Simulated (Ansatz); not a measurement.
# Sn wire along [111], 62 atoms a period, H-terminated: bands by functional

Wanted: the relaxed geometry and the bands of the Sn wire along [111], 62 atoms a period, H-terminated.

Method: DFT PBE, plane waves, PAW; relaxation of a wire's period; PAW set soft_1, in the first sound run; inputs show where later runs differ, in Ansatz 0.2.0.

## 1. Starting point

The cell holds 104 atoms: 62 Sn and 42 H. Cell: a = 23.765 Å, b = 23.674 Å, c = 11.518 Å, α = 90.0°, β = 90.0°, γ = 90.0°. Vacuum lies along a and b. The structure's axis is c.

## 2. The relaxed wire

Band widths follow the bond lengths, so the wire is relaxed first. The atoms and the third cell vector are free; the box across stays fixed as vacuum. A Fermi-Dirac smearing is set since the result may be a metal. The pressure printed is a third of the stress's trace over the whole box, vacuum included; only the stress along the axis is relaxed.

Contents of input.yaml:

```yaml
crystal:
  lattice:
    - [23.765, 0.0, 0.0]
    - [0.0, 23.674, 0.0]
    - [0.0, 0.0, 11.5181378703]
  atoms:
    - { symbol: Sn, position: [0.302124934, 0.500001844, 0.0] }
    - { symbol: Sn, position: [0.4010574, 0.672016573, 0.0] }
    - { symbol: Sn, position: [0.499989866, 0.500001844, 0.0] }
    - { symbol: Sn, position: [0.598922331, 0.672016573, 0.0] }
    - { symbol: Sn, position: [0.302124934, 0.500001844, 0.25] }
    - { symbol: Sn, position: [0.4010574, 0.327987115, 0.25] }
    - { symbol: Sn, position: [0.4010574, 0.672016573, 0.25] }
    - { symbol: Sn, position: [0.499989866, 0.500001844, 0.25] }
    - { symbol: Sn, position: [0.598922331, 0.327987115, 0.25] }
    - { symbol: Sn, position: [0.598922331, 0.672016573, 0.25] }
    - { symbol: Sn, position: [0.697854797, 0.500001844, 0.25] }
    - { symbol: H, position: [0.143067536, 0.47751018, 0.282688573] }
    - { symbol: H, position: [0.203192469, 0.372970443, 0.282688573] }
    - { symbol: H, position: [0.242000002, 0.305495451, 0.282688573] }
    - { symbol: H, position: [0.242000002, 0.649524909, 0.282688573] }
    - { symbol: H, position: [0.302124934, 0.200955714, 0.282688573] }
    - { symbol: H, position: [0.340932468, 0.821539638, 0.282688573] }
    - { symbol: H, position: [0.461182332, 0.821539638, 0.282688573] }
    - { symbol: H, position: [0.499989866, 0.200955714, 0.282688573] }
    - { symbol: H, position: [0.538797399, 0.821539638, 0.282688573] }
    - { symbol: H, position: [0.659047264, 0.821539638, 0.282688573] }
    - { symbol: H, position: [0.697854797, 0.200955714, 0.282688573] }
    - { symbol: H, position: [0.757979729, 0.305495451, 0.282688573] }
    - { symbol: H, position: [0.757979729, 0.649524909, 0.282688573] }
    - { symbol: H, position: [0.796787263, 0.372970443, 0.282688573] }
    - { symbol: H, position: [0.856912195, 0.47751018, 0.282688573] }
    - { symbol: Sn, position: [0.203192469, 0.442663601, 0.333333333] }
    - { symbol: Sn, position: [0.302124934, 0.270648872, 0.333333333] }
    - { symbol: Sn, position: [0.302124934, 0.61467833, 0.333333333] }
    - { symbol: Sn, position: [0.4010574, 0.442663601, 0.333333333] }
[... 68 atom lines left out ...]
    - { symbol: H, position: [0.757979729, 0.350478779, 0.967311427] }
    - { symbol: H, position: [0.796787263, 0.627033245, 0.967311427] }
    - { symbol: H, position: [0.856912195, 0.522493508, 0.967311427] }
    - { symbol: Sn, position: [0.4010574, 0.327987115, 0.0] }
    - { symbol: Sn, position: [0.598922331, 0.327987115, 0.0] }
    - { symbol: Sn, position: [0.697854797, 0.500001844, 0.0] }
kpoints:
  mp_grid: { grid: [1, 1, 7] }
scf:
  occupations: { method: fermi_dirac, width: 0.05 }
hamiltonian:
  xc: pbe
  pseudopotentials: { kind: paw, azcp: { folder: soft_1 } }
relax:
  cell: { fix: [a, b, alpha, beta, gamma] }
  max_steps: 45
  f_tol: 0.03
```

Launch:

```bash
$ ansatz run input.yaml --threads 16 --pin off --max-ram 61440MiB --backend cuda --events-out ev --progress --plain --runs-dir out --max-vram 78GiB
```

Numbers of over 12 decimals in the logs are rounded to 6 here.

Log:

```text
Engine: ansatz 0.2.0, aarch64-unknown-linux-gnu
Pseudopotentials: kind: paw
Pseudopotential: Sn, paw, valence charge 14, recommended cutoff 420 eV (normal), soft_1/Sn.paw.azcp
Pseudopotential: H, paw, valence charge 1, recommended cutoff 420 eV (normal), soft_1/H.paw.azcp
Functional definition: PBE
  parameter kappa = 0.804
  parameter beta = 0.066725
  exchange = pbe_x(kappa = kappa, mu = beta*pi^2/3)
  correlation = pbe_c(beta = beta)
[...]
Crystal: 104 atoms, lattice volume = 6480.250 Å³
Basis set: ecut = 420 eV, 126659 PW (Γ), exchange–correlation on 320×320×160 points (8 copies of the dense FFT grid, shifted against one another)
Bands: 559, of which v1, the nominal top of the filled ones, is band 455 counted from 1 (454 counted from 0)
Symmetry: 4 space group operations
Space group: P2/m (ITA 10), of the structure as read, at distance tolerance 1.9e-4 Å
k-points: 4 of 7
Non-local potential: Sn, projectors of the file, l = 0: 2, l = 1: 2, l = 2: 2, l = 3: 1
Non-local potential: H, projectors of the file, l = 0: 2, l = 1: 1
PAW form: soft (Blöchl's): semilocal exchange-correlation on the pseudo side does not see the compensation charge
PAW one-centre angular grid: Sn, 590 points (default); XC on 64 Gauss nodes
PAW one-centre angular grid: H, 110 points (default); XC on 64 Gauss nodes
Initial density: superposition of atomic densities (neutral atoms: chi_scale 0, normalization atom)
Initial wavefunctions: pseudopotential atomic-orbital guess
[...]
Functional: x = pbe(κ = 0.804, μ = 0.219515), c = pbe(β = 0.066725)
SCF iter   1: F=—  HF=-374165.819524 eV  |F-HF|=—  |Δ(HF+E_count)|=         —  Δρ=2.55e-2  dr2=4.54e1  ethr=3.10e-3  ⟨swp⟩=6.2  Hψ=9575  notcnv=0  defer=180
preconditioner: auto → Resta (q_TF=auto, 1.967 Å⁻¹)  ε∞=2.1  [insulator: Δε(μ)=0.381 eV  Ē_g=7.577 eV  σ=0.050 eV  W_gap=0.96  n_scr=846 (ndim 8)  ℏωp=7.9 eV  f_vac=0.542  D(μ)=0.25/eV (n_scr^D=0)  ε∞_Penn≈2.1  vacuum switching on, ρ_ref=4.2e-3 e/Å³]
SCF iter   2: F=—  HF=-374155.886127 eV  |F-HF|=—  |Δ(HF+E_count)|=    9.93e0  Δρ=1.01e-2  dr2=1.15e1  ethr=3.10e-3  ⟨swp⟩=3.0  Hψ=3045  notcnv=0  defer=339
[...]
SCF iter  13: F=-374153.784921 eV  HF=-374153.784921 eV  |F-HF|=1.17e-8  |Δ(HF+E_count)|=   1.98e-7  Δρ=3.15e-7  dr2=1.32e-8  ethr=1.10e-11  ⟨swp⟩=5.0  Hψ=6515  notcnv=0
SCF 1 converged in 13 iterations: F = -374153.784921 eV  dr2 = 1.32e-8
  greatest PAW one-centre occupation: 0.991 electrons in one spin orbital (limit 2), on the Sn atom at site 81 (counted from 0), in its partial waves of l = 2
relax step   1: F+E_penalty+E_count = -374153.78492111 eV  Δ(F+E_penalty+E_count) = +0.000e0 eV  max|allowed force component| = 2.259e-1 eV/Å  Δτ_max = 0.0000 Å  P = -0.301 GPa  Ω = 6480.250 Å³  fix = [a, b, alpha, beta, gamma]  reactions: a -0.323, b -0.323 GPa; alpha -0.000 GPa/rad  (13 SCF iters, dr2 threshold 1.00e-7 eV, accepted)
[...]
Crystal: 104 atoms, lattice volume = 6428.355 Å³
Basis set: ecut = 420 eV, 125547 PW (Γ), exchange–correlation on 320×320×160 points (8 copies of the dense FFT grid, shifted against one another)
[...]
iter 1 solved again at ethr=1.61e-4 eV; its pass at ethr=3.10e-3 eV (dr2=1.47e0 eV) is discarded
SCF iter   1: F=—  HF=-374153.762932 eV  |F-HF|=—  |Δ(HF+E_count)|=         —  Δρ=5.74e-3  dr2=1.47e0  ethr=1.61e-4  ⟨swp⟩=8.5  Hψ=11194  notcnv=0
preconditioner: auto → Resta (q_TF=auto, 1.970 Å⁻¹)  ε∞=1.5  [insulator: Δε(μ)=0.762 eV  Ē_g=18.952 eV  σ=0.050 eV  W_gap=1.00  n_scr=838 (ndim 8)  ℏωp=14.0 eV  f_vac=0.583  D(μ)=0.01/eV (n_scr^D=0)  ε∞_Penn≈1.5  vacuum switching on, ρ_ref=2.6e-2 e/Å³]
SCF iter   2: F=—  HF=-374153.553031 eV  |F-HF|=—  |Δ(HF+E_count)|=   2.10e-1  Δρ=2.77e-3  dr2=3.47e-1  ethr=1.61e-4  ⟨swp⟩=2.0  Hψ=2999  notcnv=0  defer=319
[...]
SCF iter   9: F=-374153.526567 eV  HF=-374153.526567 eV  |F-HF|=2.43e-7  |Δ(HF+E_count)|=   1.07e-6  Δρ=2.44e-6  dr2=7.46e-7  ethr=3.51e-10  ⟨swp⟩=4.0  Hψ=6518  notcnv=0
SCF 2 converged in 9 iterations: F = -374153.526567 eV  dr2 = 7.46e-7
  greatest PAW one-centre occupation: 0.991 electrons in one spin orbital (limit 2), on the Sn atom at site 7 (counted from 0), in its partial waves of l = 2
relax step   2: F+E_penalty+E_count = -374153.52656659 eV  Δ(F+E_penalty+E_count) = +2.584e-1 eV  max|allowed force component| = 7.457e-1 eV/Å  Δτ_max = 0.1941 Å  P = +0.275 GPa  Ω = 6428.355 Å³  energy of the carried Pulay correction = +3.932e-3 eV  fix = [a, b, alpha, beta, gamma]  (9 SCF iters, dr2 threshold 3.19e-6 eV, rejected (line search))
[...]
relax step   3: F+E_penalty+E_count = -374154.13383045 eV  Δ(F+E_penalty+E_count) = -3.489e-1 eV  max|allowed force component| = 6.528e-2 eV/Å  Δτ_max = 0.0944 Å  P = -0.096 GPa  Ω = 6465.787 Å³  energy of the carried Pulay correction = +1.093e-3 eV  fix = [a, b, alpha, beta, gamma]  reactions: a -0.113, b -0.113 GPa; alpha -0.000 GPa/rad  (14 SCF iters, accepted)
[...]
relax step   4: F+E_penalty+E_count = -374154.19705319 eV  Δ(F+E_penalty+E_count) = -6.322e-2 eV  max|allowed force component| = 3.678e-2 eV/Å  Δτ_max = 0.0553 Å  P = -0.010 GPa  Ω = 6467.317 Å³  energy of the carried Pulay correction = +9.770e-4 eV  fix = [a, b, alpha, beta, gamma]  reactions: a -0.017, b -0.018 GPa; alpha +0.000 GPa/rad  (9 SCF iters, dr2 threshold 2.66e-7 eV, accepted)
[...]
relax step   5: F+E_penalty+E_count = -374154.25952183 eV  Δ(F+E_penalty+E_count) = -6.247e-2 eV  max|allowed force component| = 3.724e-2 eV/Å  Δτ_max = 0.1305 Å  P = -0.001 GPa  Ω = 6477.898 Å³  energy of the carried Pulay correction = +1.775e-4 eV  fix = [a, b, alpha, beta, gamma]  reactions: a +0.002, b +0.001 GPa; alpha +0.000 GPa/rad  (10 SCF iters, dr2 threshold 8.46e-8 eV, accepted)
[...]
relax step   6: F+E_penalty+E_count = -374154.28161278 eV  Δ(F+E_penalty+E_count) = -2.209e-2 eV  max|allowed force component| = 5.604e-2 eV/Å  Δτ_max = 0.0947 Å  P = -0.016 GPa  Ω = 6479.633 Å³  energy of the carried Pulay correction = +4.655e-5 eV  fix = [a, b, alpha, beta, gamma]  reactions: a -0.015, b -0.016 GPa; alpha -0.000 GPa/rad  (11 SCF iters, dr2 threshold 8.67e-8 eV, accepted)
[...]
relax step   7: F+E_penalty+E_count = -374154.28716253 eV  Δ(F+E_penalty+E_count) = -5.550e-3 eV  max|allowed force component| = 3.983e-3 eV/Å  Δτ_max = 0.0228 Å  P = +0.002 GPa  Ω = 6474.700 Å³  energy of the carried Pulay correction = +4.191e-4 eV  fix = [a, b, alpha, beta, gamma]  reactions: a +0.004, b +0.003 GPa; alpha -0.000 GPa/rad  (8 SCF iters, dr2 threshold 1.96e-7 eV, accepted)
[...]
relax step   8: F+E_penalty+E_count = -374154.28673850 eV  Δ(F+E_penalty+E_count) = +4.240e-4 eV  max|allowed force component| = 3.994e-3 eV/Å  Δτ_max = 0.0000 Å  P = +0.002 GPa  Ω = 6474.700 Å³  fix = [a, b, alpha, beta, gamma]  reactions: a +0.004, b +0.003 GPa; alpha -0.000 GPa/rad  stress off target by 6.23e-4 GPa on what of the cell is left free  SCF on the basis re-selected at this cell (its energy is not comparable with the rows above)  (7 SCF iters)
[...]
- { symbol: Sn, position: [0.598746, 0.783793, 0.581172] }
    - { symbol: Sn, position: [0.695435, 0.272247, 0.581185] }
    - { symbol: Sn, position: [0.697236, 0.614324, 0.585196] }
    - { symbol: Sn, position: [0.794185, 0.443962, 0.581178] }
    - { symbol: H, position: [0.146078, 0.590868, 0.618006] }
    - { symbol: H, position: [0.244632, 0.762240, 0.617995] }
    - { symbol: H, position: [0.401436, 0.146880, 0.617992] }
    - { symbol: H, position: [0.598544, 0.146880, 0.617992] }
    - { symbol: H, position: [0.755347, 0.762240, 0.617995] }
    - { symbol: H, position: [0.853902, 0.590868, 0.618006] }
    - { symbol: H, position: [0.146078, 0.409132, 0.631994] }
    - { symbol: H, position: [0.244632, 0.237760, 0.632005] }
    - { symbol: H, position: [0.401436, 0.853120, 0.632008] }
    - { symbol: H, position: [0.598544, 0.853120, 0.632008] }
    - { symbol: H, position: [0.755347, 0.237760, 0.632005] }
    - { symbol: H, position: [0.853902, 0.409132, 0.631994] }
    - { symbol: Sn, position: [0.205795, 0.556038, 0.668822] }
    - { symbol: Sn, position: [0.304545, 0.727753, 0.668815] }
    - { symbol: Sn, position: [0.302744, 0.385676, 0.664804] }
    - { symbol: Sn, position: [0.401234, 0.216207, 0.668828] }
    - { symbol: Sn, position: [0.401302, 0.557198, 0.666671] }
    - { symbol: Sn, position: [0.499990, 0.385606, 0.666678] }
    - { symbol: Sn, position: [0.499990, 0.728642, 0.664790] }
    - { symbol: Sn, position: [0.598746, 0.216207, 0.668828] }
    - { symbol: Sn, position: [0.598677, 0.557198, 0.666671] }
    - { symbol: Sn, position: [0.695435, 0.727753, 0.668815] }
    - { symbol: Sn, position: [0.697236, 0.385676, 0.664804] }
    - { symbol: Sn, position: [0.794185, 0.556038, 0.668822] }
    - { symbol: Sn, position: [0.202708, 0.551224, 0.914922] }
    - { symbol: Sn, position: [0.307156, 0.732839, 0.914916] }
    - { symbol: Sn, position: [0.305213, 0.387110, 0.913794] }
    - { symbol: Sn, position: [0.395539, 0.215931, 0.914929] }
    - { symbol: Sn, position: [0.401118, 0.557304, 0.916695] }
    - { symbol: Sn, position: [0.499990, 0.385391, 0.916701] }
    - { symbol: Sn, position: [0.499990, 0.725775, 0.913781] }
    - { symbol: Sn, position: [0.604440, 0.215931, 0.914929] }
    - { symbol: Sn, position: [0.598862, 0.557304, 0.916695] }
    - { symbol: Sn, position: [0.692824, 0.732839, 0.914916] }
    - { symbol: Sn, position: [0.694767, 0.387110, 0.913794] }
    - { symbol: Sn, position: [0.797272, 0.551224, 0.914922] }
    - { symbol: H, position: [0.145661, 0.510493, 0.957558] }
    - { symbol: H, position: [0.192994, 0.617671, 0.974616] }
    - { symbol: H, position: [0.244973, 0.708066, 0.974614] }
    - { symbol: H, position: [0.245233, 0.352350, 0.964126] }
    - { symbol: H, position: [0.313782, 0.802798, 0.957562] }
    - { symbol: H, position: [0.331873, 0.186713, 0.957579] }
    - { symbol: H, position: [0.448007, 0.174268, 0.974633] }
    - { symbol: H, position: [0.499990, 0.795300, 0.964114] }
    - { symbol: H, position: [0.551973, 0.174268, 0.974633] }
    - { symbol: H, position: [0.668107, 0.186713, 0.957579] }
    - { symbol: H, position: [0.686198, 0.802798, 0.957562] }
    - { symbol: H, position: [0.755006, 0.708066, 0.974614] }
    - { symbol: H, position: [0.754747, 0.352350, 0.964126] }
    - { symbol: H, position: [0.806986, 0.617671, 0.974616] }
    - { symbol: H, position: [0.854319, 0.510493, 0.957558] }
    - { symbol: Sn, position: [0.401555, 0.328568, 0.000240209] }
    - { symbol: Sn, position: [0.598425, 0.328568, 0.000240209] }
    - { symbol: Sn, position: [0.697095, 0.500136, 0.000241394] }
```

Wall time 25 s (1 × NVIDIA GB200 with 16 threads of Arm Neoverse V2, shared host); peak memory 2.5 GiB.

Step by step:

```csv
step,energy less that of the first step (eV),largest force component (eV/Å),pressure (GPa),volume (Å³)
1,0.0000,0.2259,-0.30,6480.25
2,0.2584,0.7457,0.28,6428.35
3,-0.3489,0.0653,-0.10,6465.79
4,-0.4121,0.0368,-0.01,6467.32
5,-0.4746,0.0372,0.00,6477.90
6,-0.4967,0.0560,-0.02,6479.63
7,-0.5022,0.0040,0.00,6474.70
8,-0.5018,0.0040,0.00,6474.70
```

Relaxation step 2 was tried and not accepted.

The run keeps the 4 symmetry operations that it works with, so distortions that break them were not tested.

```csv
cell as run,before,after,change
c (Å),11.518,11.508,-0.1 %
```

The atoms that moved most (Å, along periodic axes as changes of fractional coordinates times the final cell, across vacuum about the mean position):

```csv
atom,dx,dy,dz,length
H14,0.071,-0.321,-0.084,0.339
H89,0.071,0.321,0.084,0.339
H23,-0.071,-0.321,-0.084,0.339
H98,-0.071,0.321,0.084,0.339
H95,0.313,-0.099,0.084,0.339
H20,0.313,0.099,-0.084,0.339
H93,-0.313,-0.099,0.084,0.339
H18,-0.313,0.099,-0.084,0.339
```

This step gave:

```yaml
energy_at_zero_smearing: -374154.2866 eV
cell_length_along_the_wire: 11.51 Å
```

The cell's length comes to 11.508 Å with spin left out.

(Part 1 of 2 ends here.)

[Logs are printed without paths, hosts, clocks, repeated set-up lines and the standing remarks that a program may print on its own settings, such as how far it seeks lower states.]

[Hosts, paths, dates, database ids (printed as entryN), source tags and the programs' standing remarks are cut or masked in the printed files.]
